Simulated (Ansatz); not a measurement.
# Debugging a many-body input for Te2Mo (P6_3/mmc)

What is wrong with this input for Te2Mo (P6_3/mmc)?

Method: G0W0 on PBE, plane waves, PAW, in Ansatz 0.2.0.

## (1) The structure

Symmetry: P6_3/mmc, No. 194, hexagonal system. Conventional cell: a = 3.518 Å, b = 3.518 Å, c = 13.974 Å, α = 90.00°, β = 90.00°, γ = 120.00°. Te has 3 Mo at 2.72 Å nearest. Nearest to Mo lie 6 Te at 2.72 Å. Farther neighbours and most contacts between anions are not listed.

The cell and positions come from the Crystallography Open Database and are kept as given unless a step says otherwise. Spin-orbit coupling is left out unless a step names it. The default PAW set here is soft_2. Its files were made with PBE.

## (2) First try

Contents of input.yaml:

```yaml
crystal:
  lattice:
    - [3.5182, 0.0, 0.0]
    - [-1.7591, 3.0468505756, 0.0]
    - [0.0, 0.0, 13.9736]
  atoms:
    - { symbol: Te, position: [0.3333333333, 0.6666666667, 0.621] }
    - { symbol: Te, position: [0.6666666667, 0.3333333333, 0.121] }
    - { symbol: Te, position: [0.3333333333, 0.6666666667, 0.879] }
    - { symbol: Te, position: [0.6666666667, 0.3333333333, 0.379] }
    - { symbol: Mo, position: [0.3333333333, 0.6666666667, 0.25] }
    - { symbol: Mo, position: [0.6666666667, 0.3333333333, 0.75] }
kpoints:
  mp_grid: { grid: [6, 6, 2] }
hamiltonian:
  xc: pbe
scf:
  occupations: { method: fixed }
gw:
  n_empty_bands: 4
  ecut_chi: 40
  qp_bands: [v2, c2]
  qp_kpoints: band_edges
  screening: { model: contour_deformation }
```

On the command line:

```console
ansatz run input.yaml --threads 3 --pin off --max-ram 64512MiB --backend cuda --events-out ev --progress --plain --runs-dir out --devices 1 --max-vram 24GiB  # rebuilt from the run's record
```

Numbers of over 12 decimals in the logs are rounded to 6 here.

The log of the run:

```text
GPUs: using 1 of 1 available (devices: 1).
Engine: ansatz 0.2.0, x86_64-unknown-linux-gnu
Pseudopotentials: kind: paw
Pseudopotential: Te, paw, valence charge 16, recommended cutoff 420 eV (normal), Te.paw.azcp
Pseudopotential: Mo, paw, valence charge 14, recommended cutoff 420 eV (normal), Mo.paw.azcp
Functional definition: PBE
  parameter kappa = 0.804
  parameter beta = 0.066725
  exchange = pbe_x(kappa = kappa, mu = beta*pi^2/3)
  correlation = pbe_c(beta = beta)
device memory: the entry about to start is reckoned to put 2.7 GiB on a device that reports 49.3 GiB free (of which the cap on the GPU budget leaves the run 24.0 GiB)
GPU FFT provider: cuFFT
GPU libraries: cuBLAS 13.8.2, cuFFT 12.4.0, cuSOLVER 12.3.4
Crystal: 6 atoms, lattice volume = 149.789 Å³
Basis set: ecut = 420 eV, 2909 PW (Γ)
Bands: 56, of which v1, the nominal top of the filled ones, is band 46 counted from 1 (45 counted from 0)
Symmetry: 24 space group operations
Space group: P63/mmc (ITA 194), of the structure as read, at distance tolerance 5.3e-5 Å
k-points: 14 of 72
Non-local potential: Te, projectors of the file, l = 0: 2, l = 1: 2, l = 2: 2, l = 3: 2
Non-local potential: Mo, projectors of the file, l = 0: 3, l = 1: 2, l = 2: 2, l = 3: 1
PAW form: soft (Blöchl's): semilocal exchange-correlation on the pseudo side does not see the compensation charge
PAW one-centre angular grid: Te, 590 points (default); XC on 64 Gauss nodes
PAW one-centre angular grid: Mo, 590 points (default); XC on 64 Gauss nodes
Initial density: superposition of atomic densities (neutral atoms: chi_scale 0, normalization atom), corrected by the library's trained network
Initial wavefunctions: pseudopotential atomic-orbital guess
GPU buffer pool allocated for 55296 grid points (all kernels)
GPU transforms: local potential and band sums: pruned to the plane-wave sphere, on 24×24×96
Functional: x = pbe(κ = 0.804, μ = 0.219515), c = pbe(β = 0.066725)
SCF iter   1: F=—  HF=-37833.381216 eV  |F-HF|=—  |Δ(HF+E_count)|=         —  Δρ=4.19e-3  dr2=8.71e-3  ethr=1.77e-3  ⟨swp⟩=5.0  Hψ=2460  notcnv=0  defer=95
preconditioner: auto → Resta (q_TF=auto, 2.515 Å⁻¹)  ε∞=6.9  [insulator: Δε(μ)=0.830 eV  Ē_g=7.483 eV  n_scr=52 (ndim 8)  ℏωp=18.2 eV  f_vac=0.021  ε∞_Penn≈6.9]
SCF iter   2: F=—  HF=-37833.389481 eV  |F-HF|=—  |Δ(HF+E_count)|=   8.27e-3  Δρ=2.47e-3  dr2=2.99e-3  ethr=9.47e-6  ⟨swp⟩=2.4  Hψ=1199  notcnv=0  defer=112
SCF iter   3: F=—  HF=-37833.393603 eV  |F-HF|=—  |Δ(HF+E_count)|=   4.12e-3  Δρ=9.95e-4  dr2=2.69e-3  ethr=3.25e-6  ⟨swp⟩=2.0  Hψ=998  notcnv=0  defer=110
SCF iter   4: F=—  HF=-37833.393755 eV  |F-HF|=—  |Δ(HF+E_count)|=   1.53e-4  Δρ=1.22e-4  dr2=1.84e-5  ethr=2.92e-6  ⟨swp⟩=2.0  Hψ=916  notcnv=0  defer=110
SCF iter   5: F=—  HF=-37833.393789 eV  |F-HF|=—  |Δ(HF+E_count)|=   3.36e-5  Δρ=5.42e-5  dr2=4.65e-6  ethr=2.00e-8  ⟨swp⟩=2.1  Hψ=1035  notcnv=0  defer=73
SCF iter   6: F=—  HF=-37833.393799 eV  |F-HF|=—  |Δ(HF+E_count)|=   1.05e-5  Δρ=1.29e-5  dr2=2.91e-7  ethr=5.06e-9  ⟨swp⟩=2.0  Hψ=992  notcnv=0  defer=73
SCF iter   7: F=-37833.393800 eV  HF=-37833.393800 eV  |F-HF|=1.89e-8  |Δ(HF+E_count)|=   3.60e-7  Δρ=4.25e-6  dr2=3.42e-8  ethr=1.09e-10  ⟨swp⟩=10.9  Hψ=2886  notcnv=0
SCF 1 converged in 7 iterations: F = -37833.393800 eV  dr2 = 3.42e-8
[...]
device memory: the entry about to start is reckoned to put 3.3 GiB (of the 3.4 GiB reckoned in all, the device holds 0.1 GiB already) on a device that reports 50.9 GiB free (of which the cap on the GPU budget leaves the run 24.0 GiB)
NSCF: frozen V_eff on 14 k-points
[...]
device memory: the entry about to start is reckoned to put 2.4 GiB on a device that reports 48.4 GiB free (of which the cap on the GPU budget leaves the run 24.0 GiB)
NSCF: frozen V_eff on 14 k-points
G₀W₀ screening: q 1/14
[... further progress lines ...]
SCF converged after 7 iterations
Free energy (F): -37833.393800 eV
[...]
--- Band table (eV; the first three rows and the last of 14) ---
  k-point 0: bands = [... 42 lower, 11.4630, 11.4630, 12.1533, 12.4768, 15.3790, 15.3790, 15.5118, 15.5118, ... 6 higher]
  k-point 1: bands = [... 42 lower, 11.4454, 11.4454, 12.3955, 12.3955, 15.4167, 15.4167, 15.4167, 15.4167, ... 6 higher]
  k-point 2: bands = [... 42 lower, 11.2493, 11.4875, 12.0321, 12.1938, 14.2805, 14.5480, 14.5744, 14.8163, ... 6 higher]
  k-point 13: bands = [... 42 lower, 10.4828, 10.4828, 12.2673, 12.2673, 13.4563, 13.4563, 14.1035, 14.1035, ... 6 higher]
--- G₀W₀: contour deformation, 7 samples at zero and on the imaginary axis and 1 off it, 72 q-points, 4 empty bands' worth ---
  eigenvalues of the whole cell's RPA ε∞ on this k-mesh (on a slab, of 1 + 4πα/V) = 7.0942, 15.1147, 15.1147; static W/v taken at q = 0 is 0.069392
  gw.qp_kpoints: band_edges: 14 of 14 stored k-points solved, in 2 passes; an edge of the gap read off the rows below is read off those points alone
  `?` marks the rows in doubt; gw_qp.tsv's column doubts and the gw_qp event give each row's grounds
    ik  band        ε_KS         Σx   Σc(E_QP)       V_xc       Z   E_QP_lin       E_QP  E_QP is
     0    45     12.1533   -16.2237     2.2415   -14.7039  0.7610    12.8592    12.8751  root
     0    46     12.4768   -18.8277     1.6254   -18.5220  0.6867    13.7679    13.7966  root
     0    47     15.3790   -12.6210    -1.6933   -16.8236  0.7676    17.8417    17.8882  root
     0    48     15.3790   -12.6210    -1.6933   -16.8236  0.7676    17.8417    17.8882  root
     1    45     12.3955   -18.2145     1.7952   -17.6124  0.7021    13.5604    13.5887  root
     1    46     12.3955   -18.2145     1.7952   -17.6124  0.7021    13.5604    13.5887  root
     1    47     15.4167   -12.5953    -1.6812   -16.8153  0.7645    17.8700    17.9555  root
     1    48     15.4167   -12.5953    -1.6812   -16.8153  0.7645    17.8700    17.9555  root
     2    45     12.0321   -18.6367     1.9366   -17.9967  0.6826    13.2886    13.3287  root
     2    46     12.1938   -16.2987     2.2196   -14.8737  0.7646    12.9703    12.9884  root
     2    47     14.2805   -13.0711    -2.2282   -17.2426  0.7227    16.3000    16.2238  root
     2    48     14.5480   -13.5327    -1.6257   -17.8596  0.7812    17.3564    17.2492  root ?
     3    45     12.0781   -17.8981     2.0313   -17.0180  0.7071    13.1960    13.2294  root
     3    46     12.0781   -17.8981     2.0313   -17.0180  0.7071    13.1960    13.2294  root
     3    47     14.4364   -13.2857    -2.0958   -17.5145  0.7321    16.6323    16.5694  root
[...]
4    47     13.5958   -14.0358    -2.5888   -18.3238  0.6904    15.4330    15.2951  root ?
     4    48     13.9727   -14.3824    -2.3524   -18.5414  0.7006    15.9173    15.7794  root ?
[...]
5    47     13.8564   -14.2218    -2.5458   -18.6426  0.6946    15.8411    15.7315  root ?
     5    48     13.8564   -14.2218    -2.5458   -18.6426  0.6946    15.8411    15.7315  root ?
[...]
6    47     13.7445   -16.0700    -2.7659   -20.6409  0.6649    15.7345    15.5495  root ?
     6    48     13.8032   -15.8020    -2.7495   -20.3909  0.6686    15.8052    15.6426  root ?
[...]
7    47     13.7688   -15.9518    -2.7622   -20.5323  0.6665    15.7641    15.5871  root ?
     7    48     13.7688   -15.9518    -2.7622   -20.5323  0.6665    15.7641    15.5871  root ?
[...]
10    47     13.5191   -14.2246    -2.4210   -18.3499  0.6910    15.3559    15.2234  root ?
    10    48     13.9718   -15.7208    -3.0597   -20.4942  0.6526    15.8217    15.6856  root ?
[...]
11    46     11.9951   -17.9299     1.9193   -17.2784  0.6809    13.2230    13.2629  root
    11    47     13.7622   -14.5700    -2.4621   -18.8471  0.6896    15.6907    15.5772  root ?
    11    48     13.7622   -14.5700    -2.4621   -18.8471  0.6896    15.6907    15.5772  root ?
    12    45     12.1713   -17.8470     1.6808   -17.5288  0.6721    13.4959    13.5340  root
    12    46     12.4105   -18.5644     1.5452   -18.4557  0.6754    13.8141    13.8470  root
    12    47     13.4493   -15.3409    -2.6890   -19.6439  0.6639    15.1990    15.0633  root ?
    12    48     13.4493   -15.3409    -2.6890   -19.6439  0.6639    15.1990    15.0633  root ?
    13    45     12.2673   -18.0639     1.6135   -17.8507  0.6747    13.6314    13.6678  root
    13    46     12.2673   -18.0639     1.6135   -17.8507  0.6747    13.6314    13.6678  root
    13    47     13.4563   -15.3359    -2.6884   -19.6408  0.6642    15.2094    15.0727  root ?
    13    48     13.4563   -15.3359    -2.6884   -19.6408  0.6642    15.2094    15.0727  root ?
[key lines of the parts left out:]
Fermi energy:    12.476785 eV
```

Elapsed: 19 s, on 1 × NVIDIA H100 80GB HBM3 (shared by 3 runs) with 3 threads of AMD EPYC 7R13 (Zen 3), shared host; peak memory 1.1 GiB.

**What went wrong?**

The run ended normally, though the input holds a fault or crude settings.

The fault: four empty bands in G0W0. The sums over empty states are cut off almost at the gap, so screening and correlation are far from complete.

It printed a gap of 1.20 eV, which is an artefact of the settings.

## (3) A better input

G0W0 replaces the xc potential by the self-energy, built once from these orbitals. Only a window of levels is corrected, while the sums run over the empty bands that the input names.

input.yaml, as its differences from that of step 2:

```diff
@@ -19,4 +19,4 @@
 gw:
-  n_empty_bands: 4
-  ecut_chi: 40
+  n_empty_bands: 481
+  ecut_chi: 126
   qp_bands: [v2, c2]
```

The log of the run:

```text
GPUs: using 1 of 1 available (devices: 1).
[...]
GPU FFT provider: cuFFT
GPU libraries: cuBLAS 13.8.2, cuFFT 12.4.0, cuSOLVER 12.3.4
Crystal: 6 atoms, lattice volume = 149.789 Å³
Basis set: ecut = 420 eV, 2909 PW (Γ)
Bands: 56, of which v1, the nominal top of the filled ones, is band 46 counted from 1 (45 counted from 0)
Symmetry: 24 space group operations
[...]
k-points: 14 of 72
[...]
GPU buffer pool allocated for 55296 grid points (all kernels)
[...]
SCF iter   1: F=—  HF=-37833.381216 eV  |F-HF|=—  |Δ(HF+E_count)|=         —  Δρ=4.19e-3  dr2=8.71e-3  ethr=1.77e-3  ⟨swp⟩=5.0  Hψ=2460  notcnv=0  defer=95
[...]
SCF iter   7: F=-37833.393800 eV  HF=-37833.393800 eV  |F-HF|=1.89e-8  |Δ(HF+E_count)|=   3.60e-7  Δρ=4.25e-6  dr2=3.42e-8  ethr=1.09e-10  ⟨swp⟩=10.9  Hψ=2886  notcnv=0
SCF 1 converged in 7 iterations: F = -37833.393800 eV  dr2 = 3.42e-8
[...]
0    45     12.1533   -16.2237     1.0783   -14.7039  0.7658    11.7079    11.7119  root
     0    46     12.4768   -18.8277     0.3165   -18.5220  0.7241    12.4876    12.4876  root
     0    47     15.3790   -12.6210    -4.0937   -16.8236  0.7293    15.4882    15.4878  root
     0    48     15.3790   -12.6210    -4.0937   -16.8236  0.7293    15.4882    15.4878  root
     1    45     12.3955   -18.2145     0.5142   -17.6124  0.7331    12.3076    12.3077  root
     1    46     12.3955   -18.2145     0.5142   -17.6124  0.7331    12.3076    12.3077  root
     1    47     15.4167   -12.5953    -4.1199   -16.8153  0.7271    15.5170    15.5168  root
     1    48     15.4167   -12.5953    -4.1199   -16.8153  0.7271    15.5170    15.5168  root
[...]
13    45     12.2673   -18.0639     0.2554   -17.8507  0.7165    12.3096    12.3097  root
    13    46     12.2673   -18.0639     0.2554   -17.8507  0.7165    12.3096    12.3097  root
    13    47     13.4563   -15.3359    -3.9704   -19.6408  0.7080    13.7933    13.7907  root
    13    48     13.4563   -15.3359    -3.9704   -19.6408  0.7080    13.7933    13.7907  root
[key lines of the parts left out:]
SCF converged after 7 iterations
Free energy (F): -37833.393800 eV
Fermi energy:    12.476785 eV
```

Wall time 27 s (1 × NVIDIA H100 80GB HBM3 (shared by 3 runs) with 3 threads); peak memory 2.1 GiB; 47 s of CPU time.

This step gave:

* bands summed: 527
* RPA ε∞ on this mesh (eigenvalues): 10.68, 19.66, 19.66
* plane waves in the screening matrix: 499
* q-points in the mesh: 72
* G0W0 gap on the mesh: 0.9960 eV
* k of the valence top: 0, 0, 0
* k of the conduction bottom: 0.1667, 0.1667, 0
* starting gap on the mesh: 0.8260 eV
* Z at the valence top: 0.7241
* Z at the conduction bottom: 0.7370
* least direct G0W0 gap on the computed points: 1.310 eV

The gap on the mesh goes from 0.83 eV to 1.00 eV, a correction of +0.17 eV. Between the two edge states, bare exchange in place of the xc potential would open the gap by 4.04 eV, and correlation takes back 3.87 eV.

## (4) Summary of results

```json
{
  "first try": "converged after 19 s",
  "better run": "G0W0 gap on the mesh 1.00 eV (6×6×2 mesh, 481 empty bands, screening to 126 eV)"
}
```

What this shows: The second run differs in: empty bands and screening cutoff (eV). Bands and cutoff are finite, so the gap is not at the basis limit. The miss can reach some tenths of an eV and take either sign; the mesh is an error of its own. The 6×6×2 mesh is coarse for this cell (its supercell is 21 Å along the shortest edge). The RPA ε∞ on it, from the PBE start, is 10.68 and 19.66; such meshes misread the long-range screening, most where the gap is narrow. The many-body steps are scalar-relativistic: spin-orbit coupling is not in them.

[Paths, hosts, dates, memory and timing lines, banners, echoed tables and standing remarks are left out of the program output.]

[Logs are printed without paths, hosts, clocks, repeated set-up lines and the standing remarks that a program may print on its own settings, such as how far it seeks lower states.]

[Runs of the session that timed out or met a known fault of the program may be left out.]

[Cells called generated may have been cut or substituted from an entry of the Crystallography Open Database or the Materials Project.]

[Hosts, paths, dates, database ids (printed as entryN), source tags and the programs' standing remarks are cut or masked in the printed files.]
